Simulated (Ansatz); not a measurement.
# InRh (Pm-3m): phonons and vibrational spectra, part 2 of 2

Aim: the phonons of InRh (Pm-3m) at a cell relaxed beforehand at this level. After the zone centre comes a 4×4×4 q mesh on a 16×16×16 k mesh.

Ansatz 0.2.0; DFT PBEsol, scalar-relativistic, plane waves, PAW; PAW set soft_1.

So far. Step 2 (Linear response at the zone centre): Before it was imposed, the acoustic sum rule was missed by 5.6e-5 eV/Å². Small misses are needed for a sound result but don't prove that mesh and cutoff are converged. The lowest optical mode is real, 178 cm⁻¹.

**3. The dispersion**

Stability and thermal properties need the whole zone. Linear response on a 4×4×4 q mesh gives force constants as far as a supercell of that size would.

File input.yaml:

```yaml
crystal:
  lattice:
    - [3.1889689132, 0.0, 0.0]
    - [0.0, 3.1889689132, 0.0]
    - [0.0, 0.0, 3.1889689132]
  atoms:
    - { symbol: In, position: [0.5, 0.5, 0.5] }
    - { symbol: Rh, position: [0.0, 0.0, 0.0] }
kpoints:
  mp_grid: { grid: [16, 16, 16] }
hamiltonian:
  xc: pbesol
  pseudopotentials: { kind: paw, azcp: { folder: soft_1 }, xc_functional: pbe }
scf:
  occupations: { method: methfessel_paxton, width: 0.2 }
output:
  eigenvalues: true
phonons:
  method: dfpt
  qmesh: [4, 4, 4]
  temperatures: { t_max: 1000, t_step: 50 }
  qpath:
    path:
      - [[0.0, 0.0, 0.0], [0.0, 0.5, 0.0], [0.5, 0.5, 0.0], [0.0, 0.0, 0.0], [0.5, 0.5, 0.5], [0.0, 0.5, 0.0]]
      - [[0.5, 0.5, 0.5], [0.5, 0.5, 0.0]]
    npoints: 10
```

Run with:

```sh
ansatz run input.yaml --threads 4 --pin off --max-ram 10240MiB --backend cpu --events-out ev --progress --plain --runs-dir out
```

Numbers of over 12 decimals in the logs are rounded to 6 here.

Output:

```text
[...]
Crystal: 2 atoms, lattice volume = 32.430 Å³
Basis set: ecut = 420 eV, 619 PW (Γ), exchange–correlation on 48×48×48 points (8 copies of the dense FFT grid, shifted against one another)
Bands: 19, of which v1, the nominal top of the filled ones, is band 15 counted from 1 (14 counted from 0)
Symmetry: 48 space group operations
k-points: 165 of 4096
[...]
SCF iter   1: F=—  HF=-11866.078331 eV  |F-HF|=—  |Δ(HF+E_count)|=         —  Δρ=1.12e-1  dr2=4.91e0  ethr=3.10e-3  ⟨swp⟩=4.9  Hψ=12825  notcnv=0
[...]
SCF iter   9: F=-11865.125523 eV  HF=-11865.125523 eV  |F-HF|=5.46e-12  |Δ(HF+E_count)|=  2.36e-11  S|Δr|=    0.00e0  Δρ=3.14e-8  dr2=1.53e-13  ethr=1.00e-12  ⟨swp⟩=5.2  Hψ=12764  notcnv=0
[...]
SCF 1 converged in 9 iterations: F = -11865.125523 eV  dr2 = 1.53e-13
[...]
iter 1 solved again at ethr=2.77e-8 eV; its pass at ethr=3.10e-3 eV (dr2=8.31e-6 eV) is discarded
SCF iter   1: F=—  HF=-11865.125525 eV  |F-HF|=—  |Δ(HF+E_count)|=         —  Δρ=3.02e-7  dr2=1.97e-11  ethr=2.77e-8  ⟨swp⟩=3.0  Hψ=21373  notcnv=0
eigensolver tolerance schedule: the retry pair's looser diagonalisation over-reported the residual by 420577.07 of it (diagonalisation noise at an unbounded share of the residual, at the tolerance the schedule requests for it); recorded, not acted on — ethr = c·dr2/N_el stays at c = 1.0e-1
[...]
SCF iter   2: F=—  HF=-11865.125523 eV  |F-HF|=—  |Δ(HF+E_count)|=   1.60e-6  S|Δr|=    0.00e0  Δρ=2.56e-7  dr2=1.59e-11  ethr=1.00e-12  ⟨swp⟩=3.2  Hψ=7093  notcnv=0
SCF iter   3: F=-11865.125523 eV  HF=-11865.125523 eV  |F-HF|=3.64e-12  |Δ(HF+E_count)|=  3.64e-12  S|Δr|=    0.00e0  Δρ=1.32e-7  dr2=3.87e-12  ethr=1.00e-12  ⟨swp⟩=2.2  Hψ=8492  notcnv=0
SCF 2 converged in 3 iterations: F = -11865.125523 eV  dr2 = 3.87e-12
phonons: the bands overlap, so this run is a metal and interpolates without the dipole-dipole term. If the crystal is really an insulator or semiconductor, its LO-TO splitting is missing
NSCF: frozen V_eff on 165 k-points
WARN: eigensolver did not converge in 6 slots of this pass, the one above among them; of largest residual over every band (k=110): 1 band(s) unlocked (lowest unlocked band 18, counted from 0; max residual 2.91e-3 eV among the unlocked bands, 2.91e-3 eV over every band); of lowest unlocked band (k=46): band 18
[...]
DFPT response loops at q = (0, 0, 0) (fractional): preconditioner auto → Kerker (q_TF=auto, 2.693 Å⁻¹) (partly filled bands, converged f_vac=0.000); β = 1.00, the filter's whole step (`scf.mixing.beta` (0.50) is not read by the response loops under this deck's `scf.mixing.preconditioner`; to damp them name `kerker` or `kerker_dos`, under which they read `scf.mixing.beta`, and type it under 1.00, their step now; both keys bind the ground state too); Broyden in place of MSR1
[...]
SCF converged after 9 iterations
[...]
Free energy (F): -11865.125523 eV
[...]
Internal energy: -11865.122677 eV  (E = F + TS)
E sigma→0 (E₀):  -11865.124812 eV
Entropy (-TS):   -0.002847 eV (-1.423 meV/atom)
Fermi energy:    18.284241 eV
[...]
--- Band table (eV; the first three rows and the last of 165) ---
  k-point 0: bands = [... 11 lower, 14.8393, 17.0354, 17.0354, 17.0354, 22.8411, 22.8411, 22.8411, 29.3223]
  k-point 1: bands = [... 11 lower, 14.8497, 16.9596, 16.9596, 17.0308, 22.4274, 22.9993, 22.9993, 29.5125]
  k-point 2: bands = [... 11 lower, 14.8661, 16.7589, 16.7589, 17.0178, 21.4704, 23.4473, 23.4473, 29.5927]
  k-point 164: bands = [... 11 lower, 13.4257, 17.8028, 17.8028, 18.5595, 22.5584, 22.5584, 22.5584, 23.9854]
--- Phonons (Γ-DFPT): 2 representative perturbations + reference (Σ response iterations 6) ---
  ASR residual: 7.806e-5 → 0.000e0 eV/Å²; symmetrization residual: 1.554e-5 eV/Å²
  ASR residual per site (eV/Å²): 2.02e-5 7.81e-5
  Γ frequencies (cm⁻¹): 0.00 0.00 0.00 178.17 178.17 178.17
--- Phonons (arbitrary-q DFPT): 10 irreducible q on the 4×4×4 mesh ---
  q = [0.0000, 0.0000, 0.0000] (star 1, of the zone-centre solve; hermiticity 4.91e-6, symmetrization 5.28e-12): -0.00 -0.00 -0.00 178.17 178.17 178.17
  q = [0.0000, 0.0000, 0.2500] (star 6, 4 solved perturbations in 4032 linear systems a pass and spin channel, the states on 1296 of 4096 k-point pairs; hermiticity 4.02e-6, symmetrization 2.88e-13): 69.08 69.08 108.17 161.98 161.98 188.32
[...]
q = [0.0000, 0.2500, -0.5000] (star 12, 6 solved perturbations on 1296 of 4096 k-point pairs; hermiticity 3.95e-6, symmetrization 1.30e-14): 94.50 106.53 119.95 123.45 192.70 195.16
[...]
sum rule: each row above includes the acoustic sum rule's correction from the zone centre's row sums; it moved no ω² by more than (0.45 cm⁻¹)²
  mesh force constants: q→R imaginary residual 2.94e-18; ASR residual 7.806e-5 → 0.000e0 eV/Å²; symmetrization residual 5.329e-15 eV/Å²
  interpolated dispersion: 62 rows × 6 modes
  density of states and harmonic sums: on the 20×20×20 q-mesh, interpolated from the force constants of a 4×4×4 supercell (no non-analytic term)
  largest difference from the sums on the solved wave vectors: F 1.30e-2 eV, S 1.70e-5 and C_V 4.01e-6 eV/K
  zero-point energy: 0.051136 eV/cell   skipped modes (ω ≤ 0): 3   left out of the sums: 6.25e-5 of the cell's modes: C_V's classical limit lies that fraction below 3 k_B per atom; for a crystal, a wire or a layer, F and S can be off by more, and a phonons.interpolated_qmesh denser along its periods is the remedy for the sampling
```

Elapsed: 9.7 min, on 4 threads of Arm Neoverse V1, shared host; peak memory 3.5 GiB; 38 min of CPU time.

This step gave:

```
sum-rule residual before enforcement                    : 7.81e-5 eV/Å²
lowest frequency on the path                            : 0 cm⁻¹
highest frequency on the path or at a solved wavevector : 210.3 cm⁻¹
mean frequency                                          : 137.5 cm⁻¹
Debye temperature (second moment)                       : 267 K
logarithmic mean frequency                              : 130.5 cm⁻¹
lowest mode on the q mesh (acoustic modes at Γ apart)   : 65.61 cm⁻¹
zero-point energy per atom                              : 25.57 meV
heat capacity at 300 K                                  : 23.98 J/(mol atoms K)
vibrational entropy at 300 K                            : 37.13 J/(mol atoms K)
```

Frequencies (cm⁻¹) solved at each irreducible wavevector; negative means imaginary. Frequencies by wavevector, by row:

```
q in reciprocal lattice units  star  mode 1  mode 2  mode 3  mode 4  mode 5  mode 6
                        0 0 0     1       0       0       0   178.2   178.2   178.2
                     0 0 0.25     6    69.1    69.1   108.2     162     162   188.3
                     0 0 -0.5     3   115.8   115.8   127.4   127.4   168.6   187.4
                  0 0.25 0.25    12    65.6    88.4   138.6   150.5   161.3     193
                  0 0.25 -0.5    12    94.5   106.5     120   123.5   192.7   195.2
                  0 -0.5 -0.5     3    86.6    86.6   119.3   125.3   210.3   210.3
               0.25 0.25 0.25     8    92.4    92.4   127.7   170.9   177.4   177.4
               0.25 0.25 -0.5    12   101.9   102.2   118.8   149.4   187.4     193
               0.25 -0.5 -0.5     6   108.5   108.5   118.4     147   193.3   193.3
               -0.5 -0.5 -0.5     1   126.5   126.5   126.5     169     169     169
```

Interpolated from a 4×4×4 q mesh. Phonon branches along the path, in cm⁻¹:

```
    point  branch 1  branch 2  branch 3  branch 4  branch 5  branch 6
        Γ         0         0         0       178       178       178
  halfway        69        69       108       162       162       188
        X       116       116       127       127       169       187
  halfway        94       106       120       124       193       195
        M        87        87       119       125       210       210
  halfway        66        88       138       150       161       193
        Γ         0         0         0       178       178       178
  halfway        92        92       128       171       177       177
        R       126       126       126       169       169       169
  halfway       102       102       119       149       188       193
        X       116       116       127       127       169       187
jump to R       126       126       126       169       169       169
  halfway       108       108       118       147       193       193
        M        87        87       119       125       210       210
```

The phonon branches as a text plot (rows in cm⁻¹):

```
    206 |            ******                                   ***
    197 |           *    * ***                      **       *
    188 |   ********      *   **           *      ********  *
    180 |***      *             *********** *    **   **   *
    171 |  *    **         **  **   *   *  ******       ***
    162 |   *  *             **      **          **        *
    153 |    *               *         *           **       *
    145 |     *            **                        *       *
    136 |      *          *  *         *              **      *
    127 |    *  **** ***** ** *         *    ******     ***    **
    118 |       ***********          **  *****   * *** *** **** *
    110 |   *  *   *      *                **     **  **     *
    101 |         ***    * **  *         **        ****       *
     92 |     *     *** *    *          *                      **
     83 |    *        ****          *
     74 |                 *** *        *
     66 |  **                *  *    **
     57 |                     **
     48 | *                    *
     39 |  *                    *  **
     31 | *                     **
     22 |*                       * *
     13 |*                       *
      4 |                         *
         Γ      X      M          Γ            R        X|R     M
```

The phonon density of states has structure finer than the step of the table below, so its rows give means over 5 cm⁻¹, whole bins alone (the curve runs from 1 to 211 cm⁻¹). Peaks (cm⁻¹: height): 107.0: 0.0791, 119.0: 0.0869, 137.0: 0.0509, 193.0: 0.107.

Tetrahedra on a 20×20×20 mesh, mean over bins of 2 cm-1. Interpolated from a 4×4×4 q mesh. Phonon density of states against wavenumber; means over each step:

```
wavenumber (cm⁻¹)  phonon density of states (1/cm⁻¹/cell)
                5                                  2.1e-5
               10                                  6.6e-5
               15                                  2.5e-4
               20                                  5.3e-4
               25                                  8.4e-4
               30                                 0.00133
               35                                 0.00187
               40                                 0.00256
               45                                 0.00352
               50                                 0.00458
               55                                 0.00608
               60                                 0.00795
               65                                  0.0106
               70                                  0.0142
               75                                  0.0190
               80                                  0.0251
               85                                  0.0341
               90                                  0.0419
               95                                  0.0456
              100                                  0.0513
              105                                  0.0657
              110                                  0.0558
              115                                  0.0606
              120                                  0.0701
              125                                  0.0387
              130                                  0.0366
              135                                  0.0442
              140                                  0.0298
              145                                  0.0232
              150                                  0.0278
              155                                  0.0359
              160                                  0.0354
              165                                  0.0361
              170                                  0.0313
              175                                  0.0286
              180                                  0.0348
              185                                  0.0582
              190                                  0.0870
              195                                  0.0718
              200                                  0.0345
              205                                  0.0184
```

Phonopy on the run's constants, 17x17x17 mesh, Gaussian sigma 2.0 cm-1. Interpolated from a 4×4×4 q mesh. Partial phonon density of states against wavenumber; read off at these points; values in 1/cm⁻¹/cell:

```csv
wavenumber (cm⁻¹),In,Rh
-5.0,3.6e-6,3.6e-6
0.0,6.0e-5,5.7e-5
5.0,0,0
10.0,0,0
15.0,1.4e-4,1.3e-4
20.0,3.9e-4,3.5e-4
25.0,5.9e-4,5.4e-4
30.0,2.8e-4,2.5e-4
35.0,0.00134,0.00123
40.0,0.00159,0.00148
45.0,7.6e-4,7.2e-4
50.0,0.00359,0.00343
55.0,0.00218,0.00211
60.0,0.00451,0.00452
65.0,0.00502,0.00512
70.0,0.00730,0.00782
75.0,0.00865,0.00962
80.0,0.0113,0.0132
85.0,0.0159,0.0196
90.0,0.0171,0.0228
95.0,0.0187,0.0263
100.0,0.0206,0.0299
105.0,0.0251,0.0388
105.9,0.0258,0.0404
110.0,0.0213,0.0367
115.0,0.0162,0.0475
117.8,0.0168,0.0546
120.0,0.0160,0.0512
125.0,0.0138,0.0263
130.0,0.0206,0.0167
135.0,0.0196,0.0206
140.0,0.0179,0.0152
145.0,0.0156,0.00671
150.0,0.0205,0.00818
155.0,0.0272,0.0103
160.0,0.0233,0.0100
165.0,0.0243,0.0120
170.0,0.0172,0.0124
175.0,0.0185,0.0134
180.0,0.0193,0.0140
185.0,0.0314,0.0240
190.0,0.0531,0.0329
192.0,0.0575,0.0339
195.0,0.0445,0.0278
200.0,0.0201,0.0148
205.0,0.0105,0.00842
210.0,0.00274,0.00229
215.0,3.7e-5,3.1e-5
220.0,0,0
```

Second derivatives of the energy by pair, one row for each kind of neighbour of each atom listed. Each entry sums the pair over the periodic images of the supercell that the q mesh stands for, and in a polar crystal it holds the long-range dipole part too. Force constants by pair, by row:

| atom | neighbour | distance (Å) | third of the trace (eV/Å²) | along the pair's line (eV/Å²) |
| --- | --- | --- | --- | --- |
| In1 | itself | 0 | 9.542 | – |
| In1 | Rh | 2.762 | -0.7827 | -2.519 |
| In1 | In | 3.189 | -0.3667 | -1.492 |
| In1 | In | 4.51 | -0.0238 | -0.1703 |
| In1 | Rh | 5.288 | -0.002 | 0.0285 |
| In1 | In | 5.523 | -0.0817 | -0.2372 |
| In1 | In | 6.378 | -0.0209 | -0.043 |
| In1 | Rh | 6.95 | -6.00e-4 | 0.0067 |
| In1 | In | 7.131 | -0.0018 | -0.0024 |
| Rh2 | itself | 0 | 7.066 | – |
| Rh2 | In | 2.762 | -0.7827 | -2.519 |
| Rh2 | Rh | 3.189 | -0.0613 | -0.8525 |
| Rh2 | Rh | 4.51 | -0.0604 | -0.1961 |
| Rh2 | In | 5.288 | -0.002 | 0.0285 |
| Rh2 | Rh | 5.523 | 0.0598 | 0.1759 |
| Rh2 | Rh | 6.378 | 0.0037 | 0.2768 |
| Rh2 | In | 6.95 | -6.00e-4 | 0.0067 |
| Rh2 | Rh | 7.131 | 0.0031 | -0.0153 |

Harmonic thermodynamic functions per atom, from the density of states. Interpolated from a 4×4×4 q mesh. Thermodynamic functions, by row:

| T (K) | F_vib (meV/atom) | S (J/mol-atom/K) | C_V (J/mol-atom/K) |
| --- | --- | --- | --- |
| 0 | 25.57 | 0 | 0 |
| 50 | 25.05 | 3.728 | 8.72 |
| 100 | 20.68 | 13.15 | 18.03 |
| 200 | -1.01 | 27.6 | 22.87 |
| 300 | -34.85 | 37.13 | 23.98 |
| 400 | -77.1 | 44.09 | 24.4 |
| 500 | -125.7 | 49.56 | 24.59 |
| 600 | -179.5 | 54.05 | 24.7 |
| 700 | -237.5 | 57.86 | 24.76 |
| 800 | -299.3 | 61.17 | 24.8 |
| 900 | -364.2 | 64.1 | 24.83 |
| 1000 | -432 | 66.71 | 24.85 |

Harmonic mean-square displacement, third of the trace. Interpolated from a 4×4×4 q mesh. Mean square displacements, by row:

```
T (K)  In1 U_eq (Å²)  Rh2 U_eq (Å²)
    0        0.00115         0.0014
  100        0.00184        0.00229
  300        0.00465         0.0059
  600        0.00912        0.01161
```

Symmetry leaves 10 wavevectors to solve. The lowest mode among them, the acoustic zeros apart, lies at q = (0, 0.25, 0.25) and is real, 65.6 cm⁻¹.

**4. Another isotope**

An isotope changes the mass and not the force constants, so no new electronic calculation is needed; the shifts show which modes move this element.

The same force constants with the mass of In changed from 114.818 to 112.904 u (phonopy, no LO-TO term). Both lists are sorted by frequency; levels can cross, so a row need not hold one and the same mode. Modes under 3 cm⁻¹ are left out. Isotope shifts, by row:

```
          q  rank  natural mass (cm⁻¹)  changed mass (cm⁻¹)
      0 0 0     4                178.2                178.9
      0 0 0     5                178.2                178.9
      0 0 0     6                178.2                178.9
   0 0 0.25     1                69.08                69.36
   0 0 0.25     2                69.08                69.36
   0 0 0.25     3                108.2                108.6
   0 0 0.25     4                  162                162.7
   0 0 0.25     5                  162                162.7
   0 0 0.25     6                188.3                189.2
   0 0 -0.5     1                115.8                115.8
   0 0 -0.5     2                115.8                115.8
   0 0 -0.5     3                127.4                128.4
   0 0 -0.5     4                127.4                128.4
   0 0 -0.5     5                168.6                168.6
   0 0 -0.5     6                187.4                  189
0 0.25 0.25     1                65.61                65.87
0 0.25 0.25     2                88.37                88.73
0 0.25 0.25     3                138.6                138.6
0 0.25 0.25     4                150.5                151.1
0 0.25 0.25     5                161.3                162.6
0 0.25 0.25     6                  193                193.8
```

A mode of this element alone would shift by +0.84 %. The highest zone-centre frequency without the field goes from 178.2 to 178.9 cm⁻¹ (+0.4 %). The product of the frequency ratios over all optical modes at Γ is 1.012; the product rule, (m/m′)^(3k/2) (M′/M)^(3/2) with k = 1 such atoms and M the mass of the cell, gives 1.012.

**5. What came out**

```
space group (within 0.01 Å)                             : Pm-3m
volume per atom                                         : 16.2 Å³
electronic character                                    : no gap on this mesh
highest optical mode at the zone centre (no LO-TO term) : 178 cm⁻¹
lowest optical zone-centre mode                         : 178 cm⁻¹
lowest mode on the q mesh (acoustic modes at Γ apart)   : 65.6 cm⁻¹
highest frequency on the path or at a solved wavevector : 210 cm⁻¹
zero-point energy per atom                              : 25.6 meV
heat capacity at 300 K                                  : 24.0 J/(mol atoms K)
vibrational entropy at 300 K                            : 37.1 J/(mol atoms K)
Debye temperature (second moment)                       : 267 K
imaginary modes on the 4×4×4 q mesh                     : none
```

In words: The structure is a minimum as far as tested: no mode is imaginary at the 10 irreducible wavevectors of the 4×4×4 mesh, and the softest away from the acoustic zeros lies at 66 cm⁻¹. The optical modes at Γ form one degenerate level at 178 cm⁻¹. With no gap, or one that is small against the smearing, the frequencies hang on the k mesh and the smearing, most of all near Kohn anomalies. The PAW files were made for PBE and serve the other functionals too. A phonon run warned that its eigensolver left some bands unconverged in a pass. These are harmonic frequencies at zero temperature: anharmonic shifts, linewidths and thermal expansion are left out.

[Logs are printed without paths, hosts, clocks, repeated set-up lines and the standing remarks that a program may print on its own settings, such as how far it seeks lower states.]

[Hosts, paths, dates, database ids (printed as entryN), source tags and the programs' standing remarks are cut or masked in the printed files.]
